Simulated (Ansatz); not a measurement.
# (PbSe)3(SnTe)1 [001] superlattice, started as rocksalt type: following an unstable mode, part 2 of 2

Which phase does (PbSe)3(SnTe)1 [001] superlattice, started as rocksalt type fall into along its unstable mode, and how much energy does it gain?

Ansatz 0.2.0; DFT LDA, scalar-relativistic, plane waves, PAW.

So far. Step 4 (The mode frozen in, largest atomic shift 0.04 Å): The run ends at a pressure of 0.04 GPa, with forces up to 0.0100 eV/Å. Step 5 (Energy along the mode, all amplitudes (two of the runs …): The lowest of the steps tried is at 0.04 Å, 0.07 meV/atom below the parent; the bottom of the well need not coincide with a step.

The structure was built from a prototype and need not be the compound's stable phase.

**6. Relaxation from the frozen mode**

Starting from the lowest point found, all atoms and the cell are let go, so that strain and other modes of the same symmetry can join in.

Input file input.yaml:

```yaml
crystal:
  lattice:
    - [3.0456738379, 3.0456738379, 0.0]
    - [-3.0456738379, 3.0456738379, 0.0]
    - [0.0, 0.0, 12.1942266317]
  atoms:
    - { symbol: Pb, position: [0.0, 0.0, 0.0068861551] }
    - { symbol: Pb, position: [0.5, 0.5, 0.2478886612] }
    - { symbol: Pb, position: [0.0, 0.0, 0.4935585309] }
    - { symbol: Se, position: [0.5, 0.5, 1.0005640668] }
    - { symbol: Se, position: [0.0, 0.0, 0.251355882] }
    - { symbol: Se, position: [0.5, 0.5, 0.5053385691] }
    - { symbol: Sn, position: [0.5, 0.5, 0.7467197592] }
    - { symbol: Te, position: [0.0, 0.0, 0.7512657948] }
kpoints:
  mp_grid: { grid: [8, 8, 4] }
hamiltonian:
  xc: lda
scf:
  occupations: { method: methfessel_paxton, width: 0.15 }
output:
  forces: true
  stress: true
  eigenvalues: true
relax:
  adjacent_minimum: "off"
  f_tol: 0.002
  max_steps: 120
  cell: { stress_tol: 0.03 }
```

Run with:

```console
ansatz run input.yaml --threads 8 --pin off --max-ram 14336MiB --backend cpu --events-out ev --progress --plain --runs-dir out
```

Numbers of over 12 decimals in the logs are rounded to 6 here.

The log of the run:

```text
[...]
Crystal: 8 atoms, lattice volume = 226.230 Å³
Basis set: ecut = 420 eV, 4361 PW (Γ)
Bands: 72, of which v1, the nominal top of the filled ones, is band 60 counted from 1 (59 counted from 0)
Symmetry: 8 space group operations
[...]
k-points: 45 of 256 (time reversal used)
[...]
SCF iter   1: F=—  HF=-63667.150770 eV  |F-HF|=—  |Δ(HF+E_count)|=         —  Δρ=4.72e-3  dr2=4.53e-2  ethr=1.77e-3  ⟨swp⟩=7.6  Hψ=13051  notcnv=0
[...]
SCF iter  11: F=-63667.130815 eV  HF=-63667.130815 eV  |F-HF|=2.65e-8  |Δ(HF+E_count)|=   8.45e-8  S|Δr|=    0.00e0  Δρ=2.32e-6  dr2=3.14e-8  ethr=8.33e-11  ⟨swp⟩=10.0  Hψ=15869  notcnv=0
SCF 1 converged in 11 iterations: F = -63667.130815 eV  dr2 = 3.14e-8
[...]
relax step   1: F+E_penalty+E_count = -63667.13081487 eV  Δ(F+E_penalty+E_count) = +0.000e0 eV  max|allowed force component| = 9.970e-3 eV/Å  Δτ_max = 0.0000 Å  P = +0.035 GPa  Ω = 226.230 Å³  (11 SCF iters, dr2 threshold 1.00e-7 eV, accepted)
Crystal: 8 atoms, lattice volume = 226.495 Å³
[...]
iter 1 solved again at ethr=7.56e-8 eV; its pass at ethr=3.10e-3 eV (dr2=9.07e-5 eV) is discarded
[...]
SCF iter   6: F=-63667.130851 eV  HF=-63667.130851 eV  |F-HF|=1.23e-8  |Δ(HF+E_count)|=   7.14e-9  S|Δr|=    0.00e0  Δρ=1.40e-6  dr2=1.49e-8  ethr=1.63e-11  ⟨swp⟩=6.5  Hψ=12971  notcnv=0
SCF 2 converged in 6 iterations: F = -63667.130851 eV  dr2 = 1.49e-8
relax step   2: F+E_penalty+E_count = -63667.13085135 eV  Δ(F+E_penalty+E_count) = -3.648e-5 eV  max|allowed force component| = 1.002e-2 eV/Å  Δτ_max = 0.0041 Å  P = -0.027 GPa  Ω = 226.495 Å³  energy of the carried Pulay correction = -4.410e-5 eV  (6 SCF iters, dr2 threshold 1.96e-8 eV, accepted)
Crystal: 8 atoms, lattice volume = 226.413 Å³
[...]
SCF iter   5: F=-63667.130904 eV  HF=-63667.130904 eV  |F-HF|=6.26e-10  |Δ(HF+E_count)|=   1.25e-8  S|Δr|=    0.00e0  Δρ=9.11e-7  dr2=2.11e-9  ethr=5.52e-12  ⟨swp⟩=3.5  Hψ=13617  notcnv=0
SCF 3 converged in 5 iterations: F = -63667.130904 eV  dr2 = 2.11e-9
relax step   3: F+E_penalty+E_count = -63667.13090405 eV  Δ(F+E_penalty+E_count) = -5.270e-5 eV  max|allowed force component| = 8.901e-3 eV/Å  Δτ_max = 0.0011 Å  P = -0.005 GPa  Ω = 226.413 Å³  energy of the carried Pulay correction = -3.053e-5 eV  (5 SCF iters, dr2 threshold 6.62e-9 eV, accepted)
[...]
relax step   4: F+E_penalty+E_count = -63667.13104724 eV  Δ(F+E_penalty+E_count) = -1.432e-4 eV  max|allowed force component| = 8.543e-3 eV/Å  Δτ_max = 0.0073 Å  P = +0.034 GPa  Ω = 226.301 Å³  energy of the carried Pulay correction = -1.169e-5 eV  (8 SCF iters, dr2 threshold 4.95e-9 eV, accepted)
[...]
relax step   5: F+E_penalty+E_count = -63667.13110675 eV  Δ(F+E_penalty+E_count) = -5.951e-5 eV  max|allowed force component| = 2.175e-2 eV/Å  Δτ_max = 0.0285 Å  P = +0.009 GPa  Ω = 226.712 Å³  energy of the carried Pulay correction = -8.029e-5 eV  (8 SCF iters, dr2 threshold 6.39e-9 eV, accepted)
[...]
relax step   6: F+E_penalty+E_count = -63667.13135862 eV  Δ(F+E_penalty+E_count) = -2.519e-4 eV  max|allowed force component| = 3.121e-3 eV/Å  Δτ_max = 0.0082 Å  P = -0.001 GPa  Ω = 226.697 Å³  energy of the carried Pulay correction = -7.776e-5 eV  (6 SCF iters, dr2 threshold 2.96e-8 eV, accepted)
[...]
relax step   7: F+E_penalty+E_count = -63667.13136125 eV  Δ(F+E_penalty+E_count) = -2.621e-6 eV  max|allowed force component| = 3.560e-3 eV/Å  Δτ_max = 0.0014 Å  P = +0.000 GPa  Ω = 226.685 Å³  energy of the carried Pulay correction = -7.573e-5 eV  (6 SCF iters, dr2 threshold 6.09e-10 eV, accepted)
[...]
relax step   8: F+E_penalty+E_count = -63667.13136505 eV  Δ(F+E_penalty+E_count) = -3.800e-6 eV  max|allowed force component| = 2.489e-4 eV/Å  Δτ_max = 0.0009 Å  P = +0.000 GPa  Ω = 226.682 Å³  energy of the carried Pulay correction = -7.522e-5 eV  (6 SCF iters, dr2 threshold 7.92e-10 eV, accepted)
[...]
SCF iter   7: F=-63667.131443 eV  HF=-63667.131443 eV  |F-HF|=2.18e-11  |Δ(HF+E_count)|=  7.28e-12  S|Δr|=    0.00e0  Δρ=1.70e-8  dr2=3.32e-12  ethr=1.00e-12  ⟨swp⟩=7.4  Hψ=15332  notcnv=0
SCF 9 converged in 7 iterations: F = -63667.131443 eV  dr2 = 3.32e-12
relax step   9: F+E_penalty+E_count = -63667.13144286 eV  Δ(F+E_penalty+E_count) = -7.781e-5 eV  max|allowed force component| = 2.536e-4 eV/Å  Δτ_max = 0.0000 Å  P = +0.000 GPa  Ω = 226.682 Å³  stress off target by 6.68e-4 GPa  SCF on the basis re-selected at this cell (its energy is not comparable with the rows above)  (7 SCF iters)
basis re-selected at this cell: Δ(F+E_penalty+E_count) = -7.781e-5 eV, ΔP = +0.000 GPa vs the last step (what re-selecting the basis moved, of the pressure what is left beyond the Pulay correction that the steps carried, after the strain that the cell walked since its last selection, with what the two solves' SCF thresholds leave and, on support functions, any second-order correction that the steps lacked; it is no m [...]
SCF converged after 7 iterations
[...]
Free energy (F): -63667.131443 eV
[...]
Internal energy: -63667.132309 eV  (E = F + TS)
E sigma→0 (E₀):  -63667.131659 eV
Entropy (-TS):   0.000866 eV (0.108 meV/atom)
Fermi energy:    9.548614 eV
[...]
--- Forces (eV/Å), atoms counted from 1 ---
  atom   1  Pb     0.00000000     0.00000000    -0.00025365
  atom   2  Pb     0.00000000     0.00000000     0.00005142
  atom   3  Pb     0.00000000     0.00000000     0.00017218
  atom   4  Se    -0.00000000     0.00000000     0.00002489
  atom   5  Se    -0.00000000    -0.00000000    -0.00000174
  atom   6  Se    -0.00000000    -0.00000000    -0.00000955
  atom   7  Sn     0.00000000     0.00000000     0.00007023
  atom   8  Te    -0.00000000    -0.00000000    -0.00005385
  max |Σ_I F_I| component: 7.88e-8 eV/Å
--- Stress (GPa, compression-positive) ---
        0.000668      -0.000000      -0.000000
       -0.000000       0.000668       0.000000
       -0.000000       0.000000      -0.000240
  P = ⅓ Tr σ = 0.0004 GPa (0.004 kbar)
--- Band table (eV; the first three rows and the last of 45) ---
  k-point 0: bands = [... 56 lower, 7.3561, 7.3561, 7.5331, 7.7233, 11.5465, 11.7663, 12.3844, 13.2451, ... 8 higher]
  k-point 1: bands = [... 56 lower, 7.2923, 7.2923, 7.6212, 8.5051, 10.9349, 12.4099, 12.8772, 12.9476, ... 8 higher]
  k-point 2: bands = [... 56 lower, 7.1688, 7.1688, 8.1298, 8.4013, 11.4360, 11.8168, 12.4413, 12.9427, ... 8 higher]
  k-point 44: bands = [... 56 lower, 6.7959, 6.8399, 7.0337, 7.1334, 12.7052, 12.8355, 12.8925, 12.8925, ... 8 higher]
--- Relaxed structure (8 steps of the walk, 8 accepted, 1 SCFs on fresh bases) ---
  F+E_penalty+E_count = -63667.13144286 eV   max|allowed force component| = 2.536e-4 eV/Å   (the final SCF, on the basis selected at the relaxed cell)
  cell:  # Å, volume = 226.6819 Å³
    - [3.045696, 3.045696, 0]
    - [-3.045696, 3.045696, 0]
    - [0, 0, 12.218382]
  atoms:
    - { symbol: Pb, position: [0, 0, 0.00693716] }
    - { symbol: Pb, position: [0.500000, 0.500000, 0.245710] }
    - { symbol: Pb, position: [0, 0, 0.493451] }
    - { symbol: Se, position: [0.500000, 0.500000, 1.002650] }
    - { symbol: Se, position: [0, 0, 0.252303] }
    - { symbol: Se, position: [0.500000, 0.500000, 0.506705] }
    - { symbol: Sn, position: [0.500000, 0.500000, 0.743609] }
    - { symbol: Te, position: [0, 0, 0.752213] }
```

It took 95 s on 8 threads of Arm Neoverse V2, shared host; peak memory 1.3 GiB.

Relaxation path:

```
step  energy less that of the first step (eV)  largest force component (eV/Å)  pressure (GPa)  volume (Å³)
   1                                   0.0000                          0.0100            0.04       226.23
   2                                   0.0000                          0.0100           -0.03       226.49
   3                                  -0.0001                          0.0089            0.00       226.41
   4                                  -0.0002                          0.0085            0.03       226.30
   5                                  -0.0003                          0.0217            0.01       226.71
   6                                  -0.0005                          0.0031            0.00       226.70
   7                                  -0.0005                          0.0036            0.00       226.69
   8                                  -0.0006                          0.0002            0.00       226.68
  9*                                  -0.0006                          0.0003            0.00       226.68
```

Relaxation steps marked * repeat the geometry before them on a plane-wave basis chosen anew for their cell, so energy and pressure can jump there.

Forces are held to the 8 operations that the run works with; a distortion that breaks them can't arise in this run.

```
conventional cell, symmetrised  before   after  change
                         a (Å)   4.307   4.307  +0.0 %
                         b (Å)   4.307   4.307  +0.0 %
                         c (Å)  12.194  12.218  +0.2 %
              volume (Å³/atom)   28.28   28.34  +0.2 %
```

The atoms that moved most (Å, as changes of fractional coordinates times the final cell):

```
atom     dx     dy      dz  length
 Sn7  0.000  0.000  -0.038   0.038
 Pb2  0.000  0.000  -0.027   0.027
 Se4  0.000  0.000   0.025   0.025
 Se6  0.000  0.000   0.017   0.017
 Se5  0.000  0.000   0.012   0.012
 Te8  0.000  0.000   0.012   0.012
```

Numbers from this step:

- pressure: 3.65e-4 GPa
- volume per atom: 28.34 Å³

The distorted start has space group P4mm; the relaxation ends in P4mm.

**7. The new phase in its own primitive cell**

The relaxed structure is symmetrised, reduced to its primitive cell and relaxed tightly, as its phonons need.

input.yaml, the sections that differ from step 6:

```yaml
crystal:
  lattice:
    - [4.3072644931, 0.0, 0.0]
    - [0.0, 4.3072644931, 0.0]
    - [0.0, 0.0, 12.2183815158]
  atoms:
    - { symbol: Pb, position: [0.0, 0.0, 0.0069371621] }
    - { symbol: Pb, position: [0.5, 0.5, 0.2457102062] }
    - { symbol: Pb, position: [0.0, 0.0, 0.4934509394] }
    - { symbol: Se, position: [0.5, 0.5, 0.0026497411] }
    - { symbol: Se, position: [0.0, 0.0, 0.252302862] }
    - { symbol: Se, position: [0.5, 0.5, 0.5067047156] }
    - { symbol: Sn, position: [0.5, 0.5, 0.7436092101] }
    - { symbol: Te, position: [0.0, 0.0, 0.7522125827] }
relax:
  adjacent_minimum: "off"
  f_tol: 0.001
  max_steps: 60
  cell: { stress_tol: 0.01 }
# kpoints, hamiltonian, scf, output: as in step 6
```

The log of the run:

```text
[...]
Crystal: 8 atoms, lattice volume = 226.682 Å³
Basis set: ecut = 420 eV, 4369 PW (Γ)
Bands: 72, of which v1, the nominal top of the filled ones, is band 60 counted from 1 (59 counted from 0)
Symmetry: 8 space group operations
[...]
k-points: 45 of 256 (time reversal used)
[...]
- [0.0, 0.0, 12.2183815158]
  atoms:
    - { symbol: Pb, position: [0.0, 0.0, 0.0069371621] }
    - { symbol: Pb, position: [0.5, 0.5, 0.2457102062] }
    - { symbol: Pb, position: [0.0, 0.0, 0.4934509394] }
    - { symbol: Se, position: [0.5, 0.5, 0.0026497411] }
    - { symbol: Se, position: [0.0, 0.0, 0.252302862] }
    - { symbol: Se, position: [0.5, 0.5, 0.5067047156] }
    - { symbol: Sn, position: [0.5, 0.5, 0.743609] }
    - { symbol: Te, position: [0.0, 0.0, 0.752213] }
[key lines of the parts left out:]
SCF converged after 8 iterations
Free energy (F): -63667.131443 eV
Fermi energy:    9.548614 eV
P = ⅓ Tr σ = 0.0004 GPa (0.004 kbar)
```

Elapsed: 26 s, on 8 threads; peak memory 1.3 GiB.

Little changed from the start: no atom moved by 0.005 Å and no cell edge by 0.1 %.

This step gave:

```
pressure : 3.66e-4 GPa
```

The largest force component left is 0.25 meV/Å and the pressure is 0.000 GPa, within the tolerances set. The cell now holds 28.34 Å³/atom.

**8. Modes of the new phase**

A relaxed structure may still be a saddle point, so its zone-centre modes are computed. No field response is asked, since the mesh shows no gap.

input.yaml, as its differences from that of step 7:

```diff
@@ -21,9 +21,4 @@
 output:
-  forces: true
-  stress: true
   eigenvalues: true
-relax:
-  adjacent_minimum: "off"
-  f_tol: 0.001
-  max_steps: 60
-  cell: { stress_tol: 0.01 }
+phonons:
+  method: dfpt
```

The log of the run:

```text
[...]
Crystal: 8 atoms, lattice volume = 226.682 Å³
Basis set: ecut = 420 eV, 4369 PW (Γ), exchange–correlation on 60×60×180 points (8 copies of the dense FFT grid, shifted against one another)
Bands: 72, of which v1, the nominal top of the filled ones, is band 60 counted from 1 (59 counted from 0)
Symmetry: 8 space group operations
k-points: 75 of 256 (irreducible under 4 space group operations, time reversal used)
[...]
SCF iter   1: F=—  HF=-63667.151895 eV  |F-HF|=—  |Δ(HF+E_count)|=         —  Δρ=4.77e-3  dr2=4.77e-2  ethr=1.77e-3  ⟨swp⟩=7.4  Hψ=21684  notcnv=0
[...]
SCF iter  18: F=-63667.131445 eV  HF=-63667.131445 eV  |F-HF|=2.18e-11  |Δ(HF+E_count)|=  1.46e-11  S|Δr|=    0.00e0  Δρ=1.37e-8  dr2=1.44e-12  ethr=1.00e-12  ⟨swp⟩=11.4  Hψ=29824  notcnv=0
SCF 1 converged in 18 iterations: F = -63667.131445 eV  dr2 = 1.44e-12
[...]
SCF converged after 18 iterations
[...]
Free energy (F): -63667.131445 eV
[...]
Internal energy: -63667.132311 eV  (E = F + TS)
E sigma→0 (E₀):  -63667.131662 eV
Entropy (-TS):   0.000866 eV (0.108 meV/atom)
Fermi energy:    9.548614 eV
[...]
--- Band table (eV; the first three rows and the last of 75) ---
  k-point 0: bands = [... 56 lower, 7.3561, 7.3561, 7.5331, 7.7233, 11.5465, 11.7663, 12.3844, 13.2451, ... 8 higher]
  k-point 1: bands = [... 56 lower, 7.2923, 7.2923, 7.6212, 8.5051, 10.9349, 12.4099, 12.8772, 12.9476, ... 8 higher]
  k-point 2: bands = [... 56 lower, 7.1688, 7.1688, 8.1298, 8.4013, 11.4360, 11.8168, 12.4413, 12.9427, ... 8 higher]
  k-point 74: bands = [... 56 lower, 6.7959, 6.8399, 7.0337, 7.1334, 12.7052, 12.8355, 12.8925, 12.8925, ... 8 higher]
[...]
ASR residual: 1.365e-4 → 0.000e0 eV/Å²; symmetrization residual: 5.438e-5 eV/Å²
[...]
```

Wall time 6.3 min (8 threads); peak memory 4.3 GiB.

This step gave:

| Item | Value |
| --- | --- |
| sum-rule residual before enforcement | 1.37e-4 eV/Å² |
| point group | 4mm |
| highest optical mode at the zone centre (no LO-TO term) | 130.5 cm⁻¹ |
| lowest optical zone-centre mode | 24.13 cm⁻¹ |

Patterns of degenerate modes are one choice out of their space. Modes at Γ, with each element's share of the kinetic energy:

```
mode  frequency (cm⁻¹)  symmetry  Pb %  Se %  Sn %  Te %
   1               0.0  acoustic    56    21    11    12
   2               0.0  acoustic    56    21    11    12
   3               0.0  acoustic    56    21    11    12
   4              24.1         E    71    12     8     9
   5              24.1         E    71    12     8     9
   6              28.1         E    46     2    21    30
   7              28.1         E    46     2    21    30
   8              31.6         E    85    14     0     0
   9              31.6         E    85    14     0     0
  10              40.2        A1    38    18    35    10
  11              56.3         E    16    70    14     0
  12              56.3         E    16    70    14     0
  13              60.3        A1    48    51     1     0
  14              70.0        A1    41    20    36     3
  15              75.7         E    10    86     4     0
  16              75.7         E    10    86     4     0
  17              77.6         E    12    87     1     0
  18              77.6         E    12    87     1     0
  19              83.8        A1    86     2     8     5
  20              93.9         E     2     8    42    49
  21              93.9         E     2     8    42    49
  22              94.6        A1    19    35     0    45
  23             125.8        A1     9    82     5     4
  24             130.5        A1     3    72     4    21
```

Displacements in mode 4 (24.1 cm⁻¹), the largest set to 1:
```
Pb1  1.00  0.68  0.00
Pb2  0.38  0.26  0.00
Pb3 -0.68 -0.46  0.00
Se4  0.47  0.32  0.00
Se5  0.11  0.08  0.00
Se6 -0.67 -0.45  0.00
Sn7 -0.56 -0.38  0.00
Te8 -0.58 -0.39  0.00
```

Displacements in mode 11 (56.3 cm⁻¹), the largest set to 1:
```
Pb1 -0.12  0.00  0.00
Pb2 -0.38  0.00  0.00
Pb3 -0.08  0.00  0.00
Se4  0.77  0.00  0.00
Se5  1.00  0.00  0.00
Se6  0.52  0.00  0.00
Sn7 -0.50  0.00  0.00
Te8 -0.01  0.00  0.00
```

Before it was imposed, the acoustic sum rule was missed by 1.4e-4 eV/Å². Small misses are needed for a sound result but don't prove that mesh and cutoff are converged. The lowest optical mode is real, 24.1 cm⁻¹.

**9. The phases reached**

The phases reached along the modes that were followed are set side by side.

Energies are those of the first relaxation, on the mesh of the frozen mode; space group, volume and gap are those of the last relaxation. Phases, by row:

```
         mode frozen in  space group  energy from parent (meV/atom)  volume (Å³/atom)  gap on mesh (eV)  lowest zone-centre optical mode (cm⁻¹)  largest shift (Å)
                 parent       P4/mmm                              0             28.28                 0                                       –                  –
q = (0, 0, 0), 27i cm⁻¹         P4mm                          -0.14             28.34                 0                                    24.1              0.084
```

**10. What came out**

| Item | Value |
| --- | --- |
| unstable mode of the parent | q = (0, 0, 0), 27i cm⁻¹ |
| depth at the lowest point sampled | 0.07 meV/atom |
| largest atomic shift at that point | 0.04 Å |
| space group reached (within 0.01 Å) | P4mm |
| energy gained over the parent (first relaxation, on the mesh of the frozen mode) | 0.142 meV/atom |
| volume per atom, phase reached | 28.3 Å³ |
| lowest optical zone-centre mode, phase reached | 24.1 cm⁻¹ |
| highest optical mode at the zone centre (no LO-TO term), phase reached | 130 cm⁻¹ |

**Reading.** Along this mode the structure falls into P4mm, 0.142 meV/atom below the parent. At the parent's cell the well is 0.07 meV/atom deep on the steps tried, with its lowest point at a shift of 0.04 Å. Relaxing atoms and cell changes the gain by +0.07 meV/atom against the lowest step (energies at zero smearing). The new phase has no imaginary mode at the zone centre of its cell; other wavevectors were not checked. How so shallow a well moves with the k mesh was not tested. Each path keeps the symmetry of its pattern, so a lower phase may lie along a pattern not tried. With no gap, or one that is small against the smearing, the frequencies hang on the k mesh and the smearing, most of all near Kohn anomalies. A semilocal functional can close a gap that the real compound would have, so the metallic treatment may be an artefact of the level. Spin-orbit coupling is left out, which can matter for the heavy elements here. The starting cell was built on a prototype and not taken from a measurement, so the phase need not exist.

[Logs are printed without paths, hosts, clocks, repeated set-up lines and the standing remarks that a program may print on its own settings, such as how far it seeks lower states.]

[Hosts, paths, dates, database ids (printed as entryN), source tags and the programs' standing remarks are cut or masked in the printed files.]
